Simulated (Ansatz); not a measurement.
# Decaying states in the gap of Ba2YCuO4, part 2 of 4

A new crystal, Ba2YCuO4: structure, gap and complex bands. It is built by putting Y for Sc in the Ba2ScCuO4 structure of space group P4/mmm, with the volume rescaled by atomic radii. The parent structure comes from the Materials Project.

Ansatz 0.2.0; PBE DFT, plane waves, PAW files (the session's first sound run).

So far. Step 2 (Cell and atoms at rest): The largest force component on a free atom ends at 2.9e-4 eV/Å.

The structure was built from a prototype and need not be the compound's stable phase.

**3. The bulk crystal and its band edges**

The energy window and the wavevectors of the next steps follow from the band edges, so these are searched first, off the mesh as well.

input.yaml reads:

```yaml
crystal:
  lattice:
    - [4.3670578391, 0.0, 0.0]
    - [0.0, 4.3670578391, 0.0]
    - [0.0, 0.0, 8.2135886613]
  atoms:
    - { symbol: Ba, position: [0.5, 0.5, 0.7722736161] }
    - { symbol: Ba, position: [0.5, 0.5, 0.2277263839] }
    - { symbol: "Y", position: [0.0, 0.0, 0.0] }
    - { symbol: Cu, position: [0.0, 0.0, 0.5] }
    - { symbol: O, position: [0.0, 0.5, 0.0] }
    - { symbol: O, position: [0.5, 0.0, 0.0] }
    - { symbol: O, position: [0.0, 0.0, 0.718920667] }
    - { symbol: O, position: [0.0, 0.0, 0.281079333] }
kpoints:
  mp_grid: { grid: [6, 6, 4] }
  band_path: { path: [VBM, CBM], npoints: 30 }
scf:
  occupations: { method: fixed }
hamiltonian:
  xc: pbe
output:
  eigenvalues: true
  write_potential: true
  write_density: true
  volumetric_format: npy
  elf: true
```

Started as:

```
> ansatz run input.yaml --threads 2 --pin off --max-ram 4096MiB --backend cpu --events-out ev --progress --plain --runs-dir out
```

Numbers of over 12 decimals in the logs are rounded to 6 here.

Output:

```text
[...]
Crystal: 8 atoms, lattice volume = 156.643 Å³
Basis set: ecut = 420 eV, 3059 PW (Γ)
Bands: 45, of which v1, the nominal top of the filled ones, is band 37 counted from 1 (36 counted from 0)
Symmetry: 16 space group operations
[...]
k-points: 30 of 144
[...]
SCF iter   1: F=—  HF=-24652.573297 eV  |F-HF|=—  |Δ(HF+E_count)|=         —  Δρ=1.61e-3  dr2=7.76e-3  ethr=1.77e-3  ⟨swp⟩=4.9  Hψ=5201  notcnv=0  defer=153
[...]
SCF iter   9: F=-24652.573544 eV  HF=-24652.573544 eV  |F-HF|=1.31e-10  |Δ(HF+E_count)|=   8.53e-8  Δρ=2.67e-6  dr2=1.57e-8  ethr=1.35e-10  ⟨swp⟩=1.0  Hψ=3558  notcnv=0
SCF 1 converged in 9 iterations: F = -24652.573544 eV  dr2 = 1.57e-8
[...]
NSCF: frozen V_eff on 40 k-points
[...]
SCF converged after 9 iterations
Free energy (F): -24652.573544 eV
[...]
Internal energy: -24652.573544 eV  (E = F + TS)
E sigma→0 (E₀):  -24652.573544 eV
Fermi energy:    8.105751 eV
[...]
--- Band table (eV; the first three rows and the last of 30) ---
  k-point 0: bands = [... 33 lower, 7.4647, 7.4647, 7.9203, 7.9203, 10.2738, 11.3724, 11.4006, 11.7872, ... 4 higher]
  k-point 1: bands = [... 33 lower, 7.4241, 7.4241, 8.0190, 8.0190, 10.6121, 11.5088, 11.5579, 11.7887, ... 4 higher]
  k-point 2: bands = [... 33 lower, 7.3962, 7.3962, 8.1058, 8.1058, 11.0382, 11.6752, 11.7860, 11.7901, ... 4 higher]
  k-point 29: bands = [... 33 lower, 7.0903, 7.3488, 8.0397, 8.0397, 10.9494, 10.9494, 11.9253, 12.4142, ... 4 higher]
```

Wall time 30 s (2 threads of Arm Neoverse V2, shared host); peak memory 0.52 GiB; 59 s of CPU time.

Numbers from this step:

| Property | Result |
| --- | --- |
| free energy | -24652.5735 eV |
| Fermi energy | 8.106 eV |
| gap on the k-mesh | 1.862 eV |
| gap on path | 1.862 eV, by band count; negative where bands overlap |
| direct gap on path | 1.899 eV |
| edge places on path | 0, 0.8147 1/A along the path |

The electronic bands at the labelled points (eV, zero at the Fermi level (highest filled level under fixed occupations); v1 is the highest filled band, c1 the lowest empty one):

| point | v4 | v3 | v2 | v1 | c1 | c2 | c3 | c4 |
| --- | --- | --- | --- | --- | --- | --- | --- | --- |
| VBM | -0.71 | -0.71 | 0.00 | 0.00 | 2.93 | 3.57 | 3.68 | 3.68 |
| halfway | -1.32 | -0.79 | -0.18 | -0.13 | 2.30 | 3.44 | 4.00 | 4.30 |
| CBM | -1.20 | -0.78 | -0.41 | -0.04 | 1.86 | 3.32 | 4.64 | 4.77 |

Valence density in the ac plane at fractional y = 0.000, with atoms of Y and Cu and O within 0.2 Å of it. It is the smooth field of the valence electrons, not physical close to the nuclei.

Ten steps, logarithmic in the rise over the least value, from '0' (0 e/Å³) to '9' (54 e/Å³), each cell a mean:
```
44311345421234
33200123210123
11000011100011
10000000000001
22100000000012
54200000000134
54210000000135
44200000000124
22100000000012
32100000000012
75200000000136
98310000000158
86310000000147
43100000000024
21100000000012
33100000000023
54210000000135
54200000000135
33100000000023
11000000000011
11000000000001
32100122110012
43211244321134
44311355421234
```
Columns run along a (4.4 Å), rows up along c (8.2 Å). Atoms in or near the plane, at fractional coordinates: Y at (0.00, 0.00), Cu at (0.00, 0.50), O at (0.50, 0.00), O at (0.00, 0.72), O at (0.00, 0.28).

ELF in the ac plane at fractional y = 0.000, with atoms of Y and Cu and O within 0.2 Å of it. It is the smooth field of the valence electrons, not physical close to the nuclei.

Values, 24 rows by 14 columns, each cell a mean:
```
0.64 0.79 0.77 0.31 0.43 0.81 0.71 0.59 0.77 0.73 0.28 0.48 0.83 0.75
0.83 0.80 0.57 0.18 0.33 0.73 0.80 0.79 0.79 0.62 0.21 0.27 0.71 0.82
0.46 0.38 0.18 0.07 0.17 0.49 0.63 0.66 0.60 0.37 0.11 0.08 0.26 0.42
0.25 0.23 0.16 0.08 0.07 0.16 0.27 0.30 0.24 0.11 0.06 0.10 0.19 0.24
0.78 0.76 0.64 0.37 0.11 0.05 0.05 0.05 0.04 0.06 0.18 0.48 0.70 0.77
0.66 0.79 0.80 0.60 0.26 0.06 0.02 0.02 0.03 0.10 0.38 0.69 0.82 0.75
0.37 0.69 0.81 0.64 0.33 0.08 0.02 0.01 0.03 0.15 0.45 0.73 0.80 0.59
0.64 0.76 0.75 0.55 0.29 0.09 0.02 0.02 0.04 0.15 0.38 0.63 0.78 0.72
0.65 0.58 0.44 0.30 0.19 0.10 0.04 0.02 0.05 0.13 0.22 0.34 0.50 0.62
0.20 0.18 0.16 0.17 0.18 0.13 0.06 0.04 0.08 0.15 0.18 0.16 0.17 0.19
0.46 0.32 0.20 0.19 0.22 0.18 0.09 0.06 0.12 0.21 0.21 0.18 0.23 0.37
0.87 0.55 0.24 0.21 0.25 0.22 0.11 0.07 0.14 0.25 0.24 0.21 0.32 0.69
0.69 0.44 0.23 0.20 0.24 0.20 0.10 0.06 0.13 0.24 0.23 0.20 0.28 0.54
0.22 0.19 0.16 0.17 0.19 0.15 0.08 0.05 0.10 0.18 0.19 0.16 0.17 0.20
0.41 0.36 0.28 0.22 0.17 0.10 0.05 0.03 0.06 0.13 0.19 0.24 0.31 0.38
0.76 0.76 0.65 0.44 0.24 0.09 0.03 0.02 0.04 0.14 0.31 0.52 0.71 0.77
0.41 0.70 0.80 0.63 0.33 0.09 0.02 0.01 0.03 0.16 0.44 0.71 0.80 0.61
0.51 0.74 0.81 0.64 0.31 0.07 0.02 0.02 0.03 0.13 0.43 0.72 0.82 0.67
0.78 0.80 0.73 0.49 0.17 0.05 0.03 0.03 0.03 0.07 0.27 0.60 0.78 0.80
0.53 0.49 0.37 0.18 0.07 0.07 0.12 0.14 0.11 0.06 0.09 0.25 0.43 0.51
0.22 0.17 0.09 0.05 0.11 0.34 0.50 0.53 0.46 0.24 0.08 0.06 0.12 0.19
0.75 0.69 0.40 0.12 0.27 0.65 0.76 0.77 0.74 0.53 0.17 0.18 0.55 0.72
0.77 0.83 0.72 0.26 0.39 0.79 0.78 0.72 0.80 0.70 0.25 0.41 0.81 0.81
0.45 0.73 0.79 0.35 0.45 0.81 0.60 0.37 0.70 0.75 0.30 0.52 0.82 0.64
```
Columns run along a (4.4 Å), rows up along c (8.2 Å). Atoms in or near the plane, at fractional coordinates: Y at (0.00, 0.00), Cu at (0.00, 0.50), O at (0.50, 0.00), O at (0.00, 0.72), O at (0.00, 0.28).

Electrostatic potential energy in the ac plane at fractional y = 0.000, with atoms of Y and Cu and O within 0.2 Å of it. With pseudopotentials it is smooth inside the atoms' cores, unlike the true potential.

Values in eV, 24 rows by 14 columns, each cell a mean:
```
-46 -44 -27  -4   7  -9 -30 -37 -25   1   4 -11 -35 -46
-36 -29 -12   2   9   7  -4  -9   0   9   7  -1 -19 -32
-10  -5   2   7  10  12  12  11  12  11   9   6  -1  -7
  6   7   9  10  11  12  12  12  12  12  11  10   8   6
 -6   3  11  12  12  12  12  11  12  12  12  12   9  -1
-34 -22   4  12  12  12  11  11  11  12  12  12  -6 -27
-45 -31  -2  12  13  12  11  11  11  12  13  11 -14 -38
-35 -22   5  12  12  12  11  11  11  12  13  12  -6 -28
 -6   2  10  12  12  12  12  11  12  12  12  11   8  -1
-16  -8   5  10  12  12  12  12  12  12  11   9   0 -12
-42 -33 -10   6  11  12  12  12  12  11  10   3 -20 -38
-46 -43 -21   3  10  11  12  12  12  11   9  -3 -32 -45
-46 -40 -16   5  10  12  12  12  12  11   9   0 -27 -43
-29 -19  -1   9  11  12  12  12  12  12  11   7  -8 -24
 -4   2   9  11  12  12  12  12  12  12  12  11   6   0
-22 -10   9  12  12  12  11  11  12  12  13  12   3 -16
-43 -30  -1  12  12  12  11  11  11  12  13  11 -13 -36
-41 -28   0  12  12  12  11  11  11  12  13  11 -11 -34
-19  -8   9  12  12  12  11  11  11  12  12  12   4 -13
  6   8  10  11  12  12  12  12  12  12  12  11  10   7
 -1   2   6   9  11  12  12  12  12  12  10   8   4   1
-26 -19  -5   5   9  10   6   3   8  11   8   2 -11 -22
-44 -39 -21  -1   7  -2 -20 -27 -15   5   5  -7 -30 -42
-46 -46 -31  -6   5 -15 -37 -44 -31  -4   3 -14 -39 -46
```
Columns run along a (4.4 Å; values clipped at the 3rd and 97th percentile), rows up along c (8.2 Å). Atoms in or near the plane, at fractional coordinates: Y at (0.00, 0.00), Cu at (0.00, 0.50), O at (0.50, 0.00), O at (0.00, 0.72), O at (0.00, 0.28).

The searched edges give 1.86 eV, as on the mesh.

**4. Complex bands, plane (001), k-mesh 6×6×4**

This step: PBE DFT, plane waves, PAW files; complex bands by layer matching along the plane's normal (Ansatz 0.2.0).

The same crystal is laid in a cell whose first two vectors span the (001) plane (indices of the standard conventional cell, whose axes can be ordered otherwise than in the bulk input). At fixed energy and wavevector in the plane the solver finds all kz, real and complex. A few wavevectors are listed, (0, 0), (0, -0.5) and (0.5, 0) in units of the plane's reciprocal vectors; the slowest state needn't be among them.

Edit input.yaml of step 3 so:

```diff
@@ -2,5 +2,5 @@
   lattice:
-    - [4.3670578391, 0.0, 0.0]
-    - [0.0, 4.3670578391, 0.0]
-    - [0.0, 0.0, 8.2135886613]
+    - [4.367057839, 0.0, 0.0]
+    - [0.0, 4.367057839, 0.0]
+    - [0.0, 0.0, 8.213588661]
   atoms:
@@ -16,3 +16,2 @@
   mp_grid: { grid: [6, 6, 4] }
-  band_path: { path: [VBM, CBM], npoints: 30 }
 scf:
@@ -23,5 +22,6 @@
   eigenvalues: true
-  write_potential: true
-  write_density: true
-  volumetric_format: npy
-  elf: true
+  transmission:
+    leads: [[0, 0]]
+    kpoints: [[0.0, 0.0], [0.0, -0.5], [0.5, 0.0]]
+    e_range: [-1.0, 2.86]
+    de: 0.08
```

Output:

```text
[...]
Crystal: 8 atoms, lattice volume = 156.643 Å³
Basis set: ecut = 420 eV, 3059 PW (Γ)
Bands: 45, of which v1, the nominal top of the filled ones, is band 37 counted from 1 (36 counted from 0)
Symmetry: 16 space group operations
[...]
k-points: 30 of 144
[...]
SCF iter   1: F=—  HF=-24652.573300 eV  |F-HF|=—  |Δ(HF+E_count)|=         —  Δρ=1.61e-3  dr2=7.76e-3  ethr=1.77e-3  ⟨swp⟩=4.9  Hψ=5201  notcnv=0  defer=153
[...]
SCF iter   9: F=-24652.573544 eV  HF=-24652.573544 eV  |F-HF|=1.24e-10  |Δ(HF+E_count)|=   8.52e-8  Δρ=2.68e-6  dr2=1.57e-8  ethr=1.35e-10  ⟨swp⟩=1.0  Hψ=3558  notcnv=0
SCF 1 converged in 9 iterations: F = -24652.573544 eV  dr2 = 1.57e-8
[...]
transmission: 11 of 33 steps passed
transmission: 22 of 33 steps passed
transmission: 33 of 33 steps passed
SCF converged after 9 iterations
Free energy (F): -24652.573544 eV
[...]
Internal energy: -24652.573544 eV  (E = F + TS)
E sigma→0 (E₀):  -24652.573544 eV
Fermi energy:    8.105751 eV
[...]
--- Band table (eV; the first three rows and the last of 30) ---
  k-point 0: bands = [... 33 lower, 7.4647, 7.4647, 7.9203, 7.9203, 10.2738, 11.3724, 11.4006, 11.7872, ... 4 higher]
  k-point 1: bands = [... 33 lower, 7.4241, 7.4241, 8.0190, 8.0190, 10.6121, 11.5088, 11.5579, 11.7887, ... 4 higher]
  k-point 2: bands = [... 33 lower, 7.3962, 7.3962, 8.1058, 8.1058, 11.0382, 11.6752, 11.7860, 11.7901, ... 4 higher]
  k-point 29: bands = [... 33 lower, 7.0903, 7.3488, 8.0397, 8.0397, 10.9494, 10.9494, 11.9253, 12.4142, ... 4 higher]
--- Transmission ---
  basis      : 177 plane waves across, 11 finite elements along
  points     : 3, as listed
  energies   : 49 from -1.000000 to 2.840000 eV about the Fermi level, 0.080000 eV apart; the leads are filled to 0.930942 eV, and channels, transmission and decay are at 0.920000 eV
  crystal 0  : O4Ba2Y1Cu1, at the sites [0, 0], period 8.2136 Å: whole cells are its period
    offset         : up to 0.0000 Å between an atom of the period and one for which it stands
    channels       : 0.000000e0 a spin
    conductance    : none, the energies end too early or step too widely for 300 K: set another output.transmission.e_range or a lower de, or, where they end at an eighth of basis.ecutwfc, a higher one
    slowest decay  : 0.2621 /Å at (0.0000, 0.0000)
```

Elapsed: 39 s, on 2 threads; peak memory 0.73 GiB.

This step gave:

* level to which the leads are filled: 0.9309 eV from the Fermi level
* decay constant at the filling level, zone centre: 0.2621 Å⁻¹
* decay constant at the filling level, slowest listed point: 0.2621 Å⁻¹

K parallel (0, 0); values up to 1.5 1/Å, a degenerate pair printed once or twice; energies at which all values exceed this have no row. The Im kz of the slowest decaying states by energy, zero at the highest filled level on the SCF mesh:

| energy (eV) | decay 1 (Å⁻¹) | decay 2 (Å⁻¹) | decay 3 (Å⁻¹) | decay 4 (Å⁻¹) |
| --- | --- | --- | --- | --- |
| -1.00 | 0.224 | 0.382 | 0.483 | 0.613 |
| -0.84 | 0.239 | 0.414 | 0.436 | 0.663 |
| -0.60 | 0.135 | 0.255 | 0.453 | 0.679 |
| -0.44 | 0.187 | 0.262 | 0.475 | 0.683 |
| -0.20 | 0.0606 | 0.271 | 0.503 | 0.659 |
| -0.04 | 0.274 | 0.520 | 0.640 | 0.690 |
| 0.12 | 0.192 | 0.276 | 0.534 | 0.621 |
| 0.36 | 0.276 | 0.297 | 0.554 | 0.592 |
| 0.52 | 0.275 | 0.335 | 0.564 | 0.572 |
| 0.76 | 0.269 | 0.373 | 0.542 | 0.578 |
| 0.92 | 0.262 | 0.389 | 0.522 | 0.585 |
| 1.08 | 0.253 | 0.401 | 0.503 | 0.590 |
| 1.32 | 0.236 | 0.410 | 0.473 | 0.595 |
| 1.48 | 0.219 | 0.412 | 0.454 | 0.597 |
| 1.72 | 0.186 | 0.410 | 0.424 | 0.598 |
| 1.88 | 0.154 | 0.404 | 0.406 | 0.596 |
| 2.04 | 0.106 | 0.383 | 0.398 | 0.563 |
| 2.28 | 0.350 | 0.383 | 0.511 | 0.589 |
| 2.44 | 0.326 | 0.370 | 0.473 | 0.584 |
| 2.68 | 0.283 | 0.346 | 0.407 | 0.576 |
| 2.84 | 0.247 | 0.327 | 0.355 | 0.569 |

K parallel (0, -0.5); values up to 1.5 1/Å, a degenerate pair printed once or twice; energies at which all values exceed this have no row. The Im kz of the slowest decaying states by energy, zero at the highest filled level on the SCF mesh:

| energy (eV) | decay 1 (Å⁻¹) | decay 2 (Å⁻¹) | decay 3 (Å⁻¹) | decay 4 (Å⁻¹) |
| --- | --- | --- | --- | --- |
| -1.00 | 0.156 | 0.196 | 0.243 | 0.357 |
| -0.84 | 0.166 | 0.338 | 0.343 | 0.518 |
| -0.68 | 0.120 | 0.163 | 0.333 | 0.422 |
| -0.52 | 0.113 | 0.140 | 0.333 | 0.476 |
| -0.36 | 0.0653 | 0.335 | 0.516 | 0.605 |
| -0.20 | 0.338 | 0.548 | 0.646 | 0.863 |
| -0.04 | 0.161 | 0.341 | 0.573 | 0.706 |
| 0.04 | 0.139 | 0.208 | 0.343 | 0.585 |
| 0.20 | 0.234 | 0.270 | 0.345 | 0.604 |
| 0.36 | 0.293 | 0.312 | 0.347 | 0.621 |
| 0.52 | 0.337 | 0.343 | 0.348 | 0.619 |
| 0.68 | 0.349 | 0.368 | 0.370 | 0.568 |
| 0.84 | 0.349 | 0.387 | 0.393 | 0.530 |
| 1.00 | 0.348 | 0.400 | 0.403 | 0.507 |
| 1.16 | 0.346 | 0.384 | 0.415 | 0.506 |
| 1.32 | 0.343 | 0.349 | 0.425 | 0.517 |
| 1.48 | 0.302 | 0.340 | 0.433 | 0.532 |
| 1.64 | 0.239 | 0.335 | 0.439 | 0.547 |
| 1.80 | 0.133 | 0.329 | 0.443 | 0.562 |
| 1.88 | 0.326 | 0.445 | 0.568 | 0.676 |
| 2.04 | 0.318 | 0.447 | 0.579 | 0.665 |
| 2.20 | 0.141 | 0.308 | 0.447 | 0.588 |
| 2.36 | 0.198 | 0.296 | 0.446 | 0.595 |
| 2.52 | 0.228 | 0.281 | 0.443 | 0.598 |
| 2.68 | 0.247 | 0.262 | 0.439 | 0.599 |
| 2.84 | 0.238 | 0.259 | 0.434 | 0.596 |

K parallel (0.5, 0); values up to 1.5 1/Å, a degenerate pair printed once or twice; energies at which all values exceed this have no row. Im kz of the slowest decaying states against energy, zero at the highest filled level on the SCF mesh:

| energy (eV) | decay 1 (Å⁻¹) | decay 2 (Å⁻¹) | decay 3 (Å⁻¹) | decay 4 (Å⁻¹) |
| --- | --- | --- | --- | --- |
| -1.00 | 0.156 | 0.196 | 0.243 | 0.357 |
| -0.84 | 0.166 | 0.338 | 0.343 | 0.518 |
| -0.68 | 0.120 | 0.163 | 0.333 | 0.422 |
| -0.52 | 0.113 | 0.140 | 0.333 | 0.476 |
| -0.36 | 0.0653 | 0.335 | 0.516 | 0.605 |
| -0.20 | 0.338 | 0.548 | 0.646 | 0.863 |
| -0.04 | 0.161 | 0.341 | 0.573 | 0.706 |
| 0.04 | 0.139 | 0.208 | 0.343 | 0.585 |
| 0.20 | 0.234 | 0.270 | 0.345 | 0.604 |
| 0.36 | 0.293 | 0.312 | 0.347 | 0.621 |
| 0.52 | 0.337 | 0.343 | 0.348 | 0.619 |
| 0.68 | 0.349 | 0.368 | 0.370 | 0.568 |
| 0.84 | 0.349 | 0.387 | 0.393 | 0.530 |
| 1.00 | 0.348 | 0.400 | 0.403 | 0.507 |
| 1.16 | 0.346 | 0.384 | 0.415 | 0.506 |
| 1.32 | 0.343 | 0.349 | 0.425 | 0.517 |
| 1.48 | 0.302 | 0.340 | 0.433 | 0.532 |
| 1.64 | 0.239 | 0.335 | 0.439 | 0.547 |
| 1.80 | 0.133 | 0.329 | 0.443 | 0.562 |
| 1.88 | 0.326 | 0.445 | 0.568 | 0.676 |
| 2.04 | 0.318 | 0.447 | 0.579 | 0.665 |
| 2.20 | 0.141 | 0.308 | 0.447 | 0.588 |
| 2.36 | 0.198 | 0.296 | 0.446 | 0.595 |
| 2.52 | 0.228 | 0.281 | 0.443 | 0.598 |
| 2.68 | 0.247 | 0.262 | 0.439 | 0.599 |
| 2.84 | 0.238 | 0.259 | 0.434 | 0.596 |

At the listed wavevectors the last open channel is at -0.04 eV and the next at +1.88 eV on the grid. At +0.92 eV, the grid energy nearest the filling level (the middle of the gap on the SCF mesh), the slowest state at the listed wavevectors decays with κ = 0.262 Å⁻¹, its amplitude falling by e over 3.8 Å. Through 1 nm of this crystal that state's transmission falls by exp(−2 × 0.262 Å⁻¹ × 10 Å) = 0.0053.

(Continued in part 3 of 4.)

[Logs are printed without paths, hosts, clocks, repeated set-up lines and the standing remarks that a program may print on its own settings, such as how far it seeks lower states.]

[Hosts, paths, dates, database ids (printed as entryN), source tags and the programs' standing remarks are cut or masked in the printed files.]

[New means built here by substitution; the compound itself may be known and measured.]
